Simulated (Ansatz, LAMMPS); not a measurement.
# Amorphous Hg33S25Se8 (66 atoms): support functions against a reference, part 2 of 2

Wanted: errors and times of a linear-scaling basis for amorphous Hg33S25Se8 (66 atoms). A setting counts as converged where the r.m.s. difference of forces stays under 1 % of the r.m.s. force.

Ansatz 0.2.0; Kohn-Sham DFT, PBE, PAW (set soft_2, large core), plane waves.

The cell: 33 Hg, 25 S and 8 Se. The quench rate of 30 K/ps is many orders above laboratory rates. The network of bonds at the start is that of the classical potential that made the cell. Only the Γ point is sampled, in a cell whose shortest periodic width is 12 Å. No spin–orbit coupling is included.

So far. Step 3 (Plane-wave single point): The r.m.s. force component of 0.42 eV/Å sets the scale for the differences below.

## (4) Support functions low

With localised support functions most steps grow linearly with size, though the diagonalisation grows faster unless the density matrix is cut; this run measures error and cost at this size.

This step: Kohn-Sham DFT, PBE, PAW (set soft_2, large core), localised support functions (low) (Ansatz 0.2.0).

Input file input.yaml:

```yaml
crystal:
  lattice:
    - [12.034, 0.0, 0.0]
    - [0.0, 12.034, 0.0]
    - [0.0, 0.0, 12.034]
  atoms:
    [... the 66 atom lines of step 3 ...]
kpoints:
  mp_grid: { grid: [1, 1, 1] }
hamiltonian:
  xc: pbe
  pseudopotentials: { kind: paw, core: large }
scf:
  occupations: { method: gaussian, width: 0.025 }
  eigensolver: { kind: { support_functions: { accuracy: low } } }
  max_iter: 150
output:
  forces: true
  eigenvalues: true
```

Command:

```bash
$ ansatz run input.yaml --threads 4 --pin off --max-ram 8192MiB --backend cpu --events-out ev --progress --plain --runs-dir out
```

What it wrote:

```text
Warning: scf.eigensolver.kind.support_functions: disabling space-group detection — the functions' gradient is summed over unrotated k-points, so no spatial operation reduces the k-mesh or symmetrises the density; time reversal is kept, so that k and −k are solved as one point where they differ and the mesh holds both, and exact exchange and, on two spinor components, a DFT+U term hold to it where the run has them: [...]
settings of this run that can trade accuracy for cost: scf.eigensolver.kind.support_functions; scf.eigensolver.kind.support_functions.accuracy: low [...]
[...]
Crystal: 66 atoms, lattice volume = 1742.730 Å³
Basis set: ecut = 420 eV, 34049 PW (Γ), exchange–correlation on 162×162×162 points (8 copies of the dense FFT grid, shifted against one another)
Bands: 357, of which v1, the nominal top of the filled ones, is band 297 counted from 1 (296 counted from 0)
Symmetry: 1 space group operations
k-points: 1
[...]
SCF iter   1: F=—  HF=-406385.449339 eV  |F-HF|=—  |Δ(HF+E_count)|=         —  Δρ=4.12e-2  dr2=6.71e1  ethr=1.00e-1
[...]
SCF iter  18: F=-406454.778165 eV  HF=-406454.778168 eV  |F-HF|=3.41e-6  |Δ(HF+E_count)|=   2.46e-3  Δρ=1.04e-5  dr2=7.09e-6  ethr=2.84e-9
SCF 1 converged in 18 iterations: F = -406454.834888 eV  dr2 = 7.09e-6
[...]
SCF converged after 18 iterations
Stability not checked: this state was not tested for a lower state beside it, because the mixer in use, unlike msr1, does not test its closes by its own steps (another_mixer; see scf.mixing.algorithm and scf.lower_state_search)
Free energy (F): -406454.834888 eV
[...]
Internal energy: -406454.816855 eV  (E = F + TS)
E sigma→0 (E₀):  -406454.825872 eV
Entropy (-TS):   -0.018034 eV (-0.273 meV/atom)
Fermi energy:    6.754733 eV
[...]
--- Forces (eV/Å), atoms counted from 1 ---
  atom   1  Hg     0.66993579    -0.59058598    -0.07100507
  atom   2  Hg     0.32130357    -0.15295423     0.29482380
  atom   3  Hg     0.28987593    -0.29587246    -0.46169225
  atom   4  Hg    -0.60005467    -0.21751607    -0.78583420
  atom   5  Hg    -0.17268914    -0.83987460     0.56341762
  atom   6  Hg    -0.40833723    -0.09085986     0.34278944
  atom   7  Hg     0.05085230     0.13916268    -0.05361174
  atom   8  Hg    -0.56467255     0.49167738     0.11937316
  atom   9  Hg    -0.16575008    -0.54089763     0.13348907
  atom  10  Hg     0.54310357    -0.39769389    -0.30403474
  atom  11  Hg    -0.01419326    -0.72425041    -0.15454250
  atom  12  Hg     0.05539627    -0.15950169     0.44317306
  atom  13  Hg     0.07352982     0.27416491     0.06084920
  atom  14  Hg    -0.69906786    -0.02336833     0.46740853
[...]
atom  65  Se     0.28467468    -0.20286782     0.23198376
  atom  66  Se    -0.80960730     0.19680066     0.10930885
  max |Σ_I F_I| component: 1.04e-3 eV/Å
--- Band table (eV) ---
[...]
```

It took 2.7 min on 4 threads of Arm Neoverse V1, shared host; peak memory 3.6 GiB; 10 min of CPU time.

The program notes that the band table was not solved further than the SCF left it and it switched symmetry off.

Keys that differ from the reference: support_functions.accuracy = "low" and scf.max_iter = 150.

Forces differ from the reference by 0.95 meV/Å r.m.s., 0.23 % of their size, well within a tolerance of 1 %; the energy by -1.4 meV/atom. It took roughly 3.4 times the reference's time (one timing each, with unlike analyses asked), in 18 cycles against 19.

## (5) Support functions medium

With localised support functions most steps grow linearly with size, though the diagonalisation grows faster unless the density matrix is cut; this run measures error and cost at this size.

This step: Kohn-Sham DFT, PBE, PAW (set soft_2, large core), localised support functions (medium) (Ansatz 0.2.0).

input.yaml, the sections that differ from step 4:

```yaml
scf:
  occupations: { method: gaussian, width: 0.025 }
  eigensolver: { kind: { support_functions: { accuracy: medium } } }
  max_iter: 150
# crystal, kpoints, hamiltonian, output: as in step 4
```

What it wrote:

```text
[...]
Crystal: 66 atoms, lattice volume = 1742.730 Å³
Basis set: ecut = 420 eV, 34049 PW (Γ), exchange–correlation on 162×162×162 points (8 copies of the dense FFT grid, shifted against one another)
Bands: 357, of which v1, the nominal top of the filled ones, is band 297 counted from 1 (296 counted from 0)
Symmetry: 1 space group operations
k-points: 1
[...]
SCF iter   1: F=—  HF=-406385.449339 eV  |F-HF|=—  |Δ(HF+E_count)|=         —  Δρ=4.12e-2  dr2=6.71e1  ethr=1.00e-1
[...]
SCF iter  20: F=—  HF=-406454.780359 eV  |F-HF|=—  |Δ(HF+E_count)|=   6.41e-7  Δρ=6.47e-6  dr2=3.03e-6  ethr=3.91e-10  κ⁻¹=2.3e-3(r=7)
SCF iter  21: F=-406454.780358 eV  HF=-406454.780359 eV  |F-HF|=8.52e-7  |Δ(HF+E_count)|=   1.35e-8  Δρ=4.13e-6  dr2=1.16e-6  ethr=3.91e-10
SCF 1 converged in 21 iterations: F = -406454.834891 eV  dr2 = 1.16e-6
[...]
SCF converged after 21 iterations
[...]
Free energy (F): -406454.834891 eV
[...]
Internal energy: -406454.816870 eV  (E = F + TS)
E sigma→0 (E₀):  -406454.825881 eV
Entropy (-TS):   -0.018021 eV (-0.273 meV/atom)
Fermi energy:    6.754757 eV
[...]
Σ components = -406454.834891   (vs F -406454.834891, Δ=0.00e0)
--- Forces (eV/Å), atoms counted from 1 ---
  atom   1  Hg     0.66985444    -0.59050276    -0.07097940
  atom   2  Hg     0.32111147    -0.15294154     0.29472091
  atom   3  Hg     0.28984220    -0.29586820    -0.46170499
  atom   4  Hg    -0.59993733    -0.21744369    -0.78579526
[...]
atom  66  Se    -0.80936010     0.19741466     0.10960208
  max |Σ_I F_I| component: 7.95e-4 eV/Å
--- Band table (eV) ---
[...]
```

It took 2.8 min on 4 threads; peak memory 3.6 GiB; 11 min of CPU time.

Keys that differ from the reference: support_functions.accuracy = "medium" and scf.max_iter = 150.

Forces differ from the reference by 0.93 meV/Å r.m.s., 0.22 % of their size, well within a tolerance of 1 %; the energy by -1.4 meV/atom. It took roughly 3.6 times the reference's time (one timing each, with unlike analyses asked), in 21 cycles against 19.

## (6) Support functions medium, radius 3.77 Å

The radius confines each support function; a larger one gives more freedom and more work per atom.

input.yaml, the sections that differ from step 5:

```yaml
scf:
  occupations: { method: gaussian, width: 0.025 }
  eigensolver: { kind: { support_functions: { accuracy: medium, radius: 3.77 } } }
  max_iter: 150
# crystal, kpoints, hamiltonian, output: as in step 5
```

What it wrote:

```text
Warning: scf.eigensolver.kind.support_functions: disabling space-group detection — the functions' gradient is summed over unrotated k-points, so no spatial operation reduces the k-mesh or symmetrises the density; time reversal is kept, so that k and −k are solved as one point where they differ and the mesh holds both, and exact exchange and, on two spinor components, a DFT+U term hold to it where the run has them: [...]
settings of this run that can trade accuracy for cost: scf.eigensolver.kind.support_functions [...]
Engine: ansatz 0.2.0, aarch64-unknown-linux-gnu
Pseudopotentials: kind: paw
Pseudopotential: Hg, paw, valence charge 12, recommended cutoff 420 eV (normal), Hg.paw.azcp#standard-large-core
Pseudopotential: S, paw, valence charge 6, recommended cutoff 420 eV (normal), S.paw.azcp
Pseudopotential: Se, paw, valence charge 6, recommended cutoff 420 eV (normal), Se.paw.azcp#standard-large-core
[... 5 lines on functional and potentials left out ...]
Error: SCF: the radius of support functions is under 4.21 Å, the least for these sites at the functions' level (scf.eigensolver.kind.support_functions.accuracy). Use scf.eigensolver.kind: auto, or type scf.eigensolver.kind.support_functions.radius at least as long, [...]
```

Run time: 2.1 s. Hardware: 4 threads; peak memory 0.33 GiB; 6.6 s of CPU time.

The program refuses radii under 4.21 Å for these atoms at this level.

## (7) The ladder side by side

Each row is set against the plane-wave reference (Kohn-Sham DFT, PBE, PAW (set soft_2, large core), plane waves; r.m.s. force component 0.417 eV/Å). Energies are set beside the reference only for runs with its functional, potentials and electron count. Times are for 4 threads of Arm Neoverse V1, shared host. The reference's time includes the DOS, ELF, the stress and grids, which some other runs skip.

```
                     run  Δ force, r.m.s. (meV/Å)  share of r.m.s. force (%)  Δ energy (meV/atom)  cycles     time  host memory (GiB)
               reference                        -                          -                    -      19     47 s                2.1
   support functions low                    0.955                      0.229                -1.40      18  2.7 min                3.6
support functions medium                    0.925                      0.222                -1.40      21  2.8 min                3.6
```

## (8) The reference in detail

The comparisons rest on this run, so its electronic structure is set out here.

Length of the force by element and coordination:

```
element  coordination  atoms  mean length of the force (eV/Å)  spread   least  most
     Hg           all     33                            0.571    0.22   0.125  1.03
      S           all     25                            0.789   0.355  0.0993  1.44
     Se           all      8                            0.598   0.241   0.378  1.12
```

Intrinsic-atomic-orbital charges by element and coordination:

```
element  coordination  atoms  mean charge (e)  spread   least    most
     Hg           all     33            0.882  0.0912   0.707    1.03
      S           all     25           -0.884   0.146   -1.11  -0.604
     Se           all      8           -0.875  0.0881  -0.966  -0.682
```

Density of states as counts of states in windows of 1 eV (from the Fermi level), total and the larger projections:

```
from (eV)  to (eV)  total   Hg d   S p  Hg s  Se p   S s
      -15      -14    1.5    0.0   0.0   0.1   0.0   0.5
      -14      -13   16.8    0.7   0.0   1.7   0.0   6.8
      -13      -12   36.5    1.9   0.4   1.9   0.1  26.6
      -12      -11   11.1    0.6   0.3   0.4   0.0   9.6
      -11       -8    0.0    0.0   0.0   0.0   0.0   0.0
       -8       -7   64.1   53.2   6.0   2.0   2.6   0.1
       -7       -6  258.5  241.6   8.9   3.0   2.8   1.4
       -6       -5   22.5   11.2   3.7   4.8   1.8   0.7
       -5       -4   36.4    6.9  11.7  11.6   4.2   1.4
       -4       -3   25.6    2.8  12.4   4.6   4.2   0.7
       -3       -2   43.2    3.9  26.0   2.3   8.9   0.5
       -2       -1   47.9    4.1  30.6   2.2   8.9   0.4
       -1        0   29.2    1.4  18.7   2.8   4.6   0.3
        0        1   26.2    0.6  12.0   7.7   3.2   0.3
        1        2   27.6    0.3   9.1  11.4   3.4   0.3
        2        3   14.5    0.1   4.1   5.8   1.6   0.1
        3        4   18.6    0.1   1.0   0.8   0.3   0.0
        4        5   34.1    0.1   1.2   0.8   0.4   0.0
```

The levels nearest the highest filled one (over half full), pooled over k-points and spins:

```
level less the highest filled one (eV)  occupation
                                -0.399           2
                                -0.339           2
                                -0.260           2
                                -0.166           2
                                -0.124           2
                                     0        1.65
                                0.0331       0.348
                                 0.071       0.002
                                 0.172           0
                                 0.259           0
                                 0.311           0
                                 0.326           0
```

Electrostatic potential energy in the bc plane at fractional x = 0.199, with atoms of Hg and S and Se within 0.2 Å of it. With pseudopotentials it is smooth inside the atoms' cores, unlike the true potential.

Values in eV, 13 rows by 16 columns, each cell a mean:
```
 10  10  10   7   7  10  11  10   6 -10   1  10  10   8   0   4
  6  10   7 -14 -17   6  10   9   6   4   8  11   9 -10 -39 -29
  7   9   8  -3  -5   7   9   3 -15  -2   9  11  10  -2 -27 -16
  8   9  10  10   4 -15  -6   5  -4   3  10  11  11  10   9   9
 -6   4  10  10  -2 -26 -18   9  10  10  10   9   9  10  10   5
-38 -12   9  10   9   4   8  10   9  10   4 -22 -18   6   9  -9
 -3   4   8   8   4   6  10  -6 -23  -7  -4 -39 -36   2  10   6
  9   4   0   6  -1   3   9  -4 -20  -4   8  -2   0   9  10  10
  4   4   5   8   8   9   9   9  10  11  11  11  10  10  10   7
 -1   6   9   9   9   7 -16 -19   5  11  11  11  10  10   9   5
  7   9  10   9   9   7 -17 -21   4  11  11  11  10   8  -3  -4
  2  10  10  10  11  11   9   8   9  10  11  10  10   2 -37 -39
  7  10  10  11  11  11  11  10   8   6   9  10  10   7 -10 -11
```
Columns run along b (12.0 Å; values clipped at the 3rd and 97th percentile), rows up along c (12.0 Å). Atoms in or near the plane, at fractional coordinates: Hg at (0.74, 0.51), Hg at (0.91, 0.85), S at (0.44, 0.22), S at (0.35, 0.67), S at (0.52, 0.46), Se at (0.93, 0.10).

Valence density in the bc plane at fractional x = 0.199, with atoms of Hg and S and Se within 0.2 Å of it. It is the smooth field of the valence electrons, not physical close to the nuclei.

Values in e/Å³, 13 rows by 16 columns, each cell a mean:
```
0.1 0.0 0.1 0.2 0.2 0.1 0.0 0.1 0.3 0.8 0.5 0.1 0.0 0.2 0.5 0.3
0.2 0.0 0.2 1.0 1.2 0.2 0.0 0.1 0.3 0.4 0.2 0.0 0.1 0.9 3.2 2.2
0.2 0.1 0.1 0.6 0.7 0.2 0.1 0.3 1.1 0.5 0.1 0.0 0.1 0.6 2.2 1.4
0.2 0.1 0.1 0.1 0.4 0.8 0.6 0.3 0.6 0.3 0.1 0.0 0.1 0.1 0.1 0.1
0.7 0.3 0.1 0.1 0.5 0.8 0.8 0.2 0.1 0.0 0.0 0.1 0.1 0.1 0.1 0.3
2.6 1.0 0.1 0.1 0.2 0.4 0.2 0.1 0.2 0.1 0.3 1.7 1.5 0.2 0.1 0.8
0.6 0.3 0.2 0.1 0.3 0.2 0.1 0.7 0.8 0.7 0.7 3.3 2.8 0.4 0.1 0.2
0.1 0.4 0.5 0.3 0.5 0.4 0.1 0.6 0.8 0.6 0.2 0.5 0.4 0.1 0.0 0.0
0.3 0.4 0.3 0.2 0.1 0.1 0.2 0.2 0.2 0.1 0.0 0.0 0.0 0.0 0.0 0.2
0.5 0.2 0.1 0.1 0.1 0.3 0.8 0.8 0.3 0.0 0.0 0.0 0.0 0.0 0.1 0.3
0.2 0.1 0.0 0.1 0.1 0.3 0.8 0.8 0.3 0.0 0.0 0.0 0.0 0.1 0.4 0.5
0.4 0.1 0.0 0.0 0.0 0.1 0.2 0.2 0.1 0.1 0.0 0.0 0.1 0.4 0.6 0.6
0.2 0.0 0.0 0.0 0.0 0.0 0.0 0.1 0.2 0.3 0.2 0.1 0.1 0.2 0.5 0.5
```
Columns run along b (12.0 Å), rows up along c (12.0 Å). Atoms in or near the plane, at fractional coordinates: Hg at (0.74, 0.51), Hg at (0.91, 0.85), S at (0.44, 0.22), S at (0.35, 0.67), S at (0.52, 0.46), Se at (0.93, 0.10).

Mean intrinsic-atomic-orbital charges: Hg +0.88, S -0.88, Se -0.88 e. Within 0.4 eV of the Fermi level the largest share is S p (60 % of the projected weight).

## (9) Distances and neighbours

These statistics describe the geometry on which the runs were made.

Density 7.67 g/cm³, 26.41 Å³ an atom.

Pair distribution functions g(r), in bins of 0.2 Å:

```
r (Å)  total  Hg-Hg  Hg-S  Hg-Se   S-S  S-Se  Se-Se
 2.50   1.11   0.00  2.81   0.00  0.00  0.53   0.00
 2.70   3.29   0.00  6.21   7.68  0.00  0.00   0.00
 2.90   0.91   0.00  1.22   3.13  0.51  0.00   0.00
 3.10   0.84   0.13  0.78   1.10  2.60  0.00   0.00
 3.30   0.67   0.80  0.16   0.24  2.04  0.00   6.00
 3.50   0.91   2.50  0.07   0.21  0.90  0.57   3.59
 3.70   0.82   1.41  0.43   0.76  1.16  0.50   0.00
 3.90   0.85   1.66  0.39   0.85  0.71  0.93   0.00
 4.10   1.32   2.26  1.10   0.46  1.46  0.61   1.30
 4.30   1.42   1.38  1.05   1.00  1.90  2.83   1.22
 4.50   1.45   1.64  0.95   0.79  2.30  2.58   1.08
 4.70   0.95   0.40  0.99   0.58  1.51  1.73   1.98
 4.90   0.80   0.85  0.70   0.77  0.74  1.02   1.81
 5.10   0.81   0.49  1.20   0.71  0.67  0.41   0.81
 5.30   0.76   1.04  0.92   0.66  0.00  0.62   0.75
 5.50   0.89   0.89  0.92   1.04  0.95  0.68   0.00
 5.70   0.80   0.74  0.99   1.04  0.27  0.75   0.65
 5.90   0.88   0.55  1.23   1.14  0.32  0.80   1.26
```

Bonds by pair of elements; cutoffs follow the first minimum of g(r), held within bounds set by covalent radii, and pairs that aren't listed don't count as bonded:

```
pair A-B  cutoff (Å)  bonds  mean length (Å)  spread (Å)  shortest (Å)  B about A  A about B
    Hg-S        3.02     87             2.68       0.101          2.53       2.64       3.48
   Hg-Se        3.35     37             2.84       0.152          2.66       1.12       4.62
```

The cutoff for Hg-S falls short of the minimum of g(r), so counts run low and odd coordinations can be artefacts.

How many atoms have how many bonded neighbours:

```
element  mean  2  3   4  5  6
     Hg  3.76  0  9  23  1  0
      S  3.48  5  9   6  4  1
     Se  4.62  0  1   2  4  1
```

Rings of the network by King's shortest-path rule, up to 12 atoms, one path for each pair of neighbours; H, halogens, alkali and alkaline-earth atoms are left out:

```
ring size (atoms)  rings  per network atom
                4     24             0.364
                6     69              1.04
                8     45             0.682
               10     12             0.182
```

Among the first-shell peaks of g(r) are those at about 2.6 Å (Hg-S), 2.8 Å (Hg-Se), 3.0 Å (S-S) and 3.4 Å (Se-Se). Rings of 6 atoms are the most common (46 % of those counted); sizes run from 4 to 10.

A closer look about S43, which bears the longest force: 9 atoms, nearest first, numbered in the order of the input, with positions taken from that point.

```
atom      x      y      z  distance (Å)  bonds  intrinsic-atomic-orbital charge (e)     Fx     Fy  Fz (eV/Å)
 S43   0.00   0.00   0.00          0.00      3                                -0.77   0.51  -0.37       1.30
 Hg8   1.94  -0.43   1.95          2.79      4                                 0.83  -0.56   0.49       0.12
Hg22  -1.27  -1.64   1.86          2.79      3                                 0.85   0.14   0.61      -0.10
 Hg1   0.30   2.52   1.34          2.87      4                                 0.90   0.67  -0.59      -0.07
 S57  -2.50   1.20   1.27          3.04      2                                -0.85  -0.03   0.42      -0.09
Hg14   1.02   1.30  -2.58          3.07      4                                 1.03  -0.70  -0.02       0.47
 S34  -1.48  -1.54  -2.21          3.08      4                                -0.92  -0.13  -0.96       0.29
 S42   2.93   1.28  -0.62          3.25      3                                -0.89   0.57  -0.10      -0.83
 S37  -1.49   2.18  -1.99          3.31      2                                -0.60   0.49   0.19      -1.34
```

## (10) Results

| Property | Result |
| --- | --- |
| free energy per atom | -6158.4052 eV/atom |
| pressure | 0.2565 GPa |
| r.m.s. force component | 0.4168 eV/Å |
| wall time of the 3 DFT runs | 6.3 min |

Against plane waves at 420 eV, the forces differ by 0.93 meV/Å (0.22 %) with support functions medium. At 66 atoms the fastest of the runs at a preset level, support functions low, takes roughly 3.4 times the time of plane waves (whose run also made extra analyses), in 18 SCF cycles against 19. Differences between support functions and plane waves include what basis error the plane-wave run still has.

Counting bands leaves a spacing of only 0.033 eV (at Γ alone), which the smearing bridges: 2 levels are partly filled by over 2 %, so a gap, if any, is small at this level.

What to keep in mind: The geometry was minimised with a classical potential and isn't relaxed at this level: its force components are 0.42 eV/Å r.m.s.

[Long decimals in the printed logs are rounded to 6 places.]

[Logs are printed without paths, hosts, clocks, repeated set-up lines and the standing remarks that a program may print on its own settings, such as how far it seeks lower states.]

[Hosts, paths, dates, database ids (printed as entryN), source tags and the programs' standing remarks are cut or masked in the printed files.]
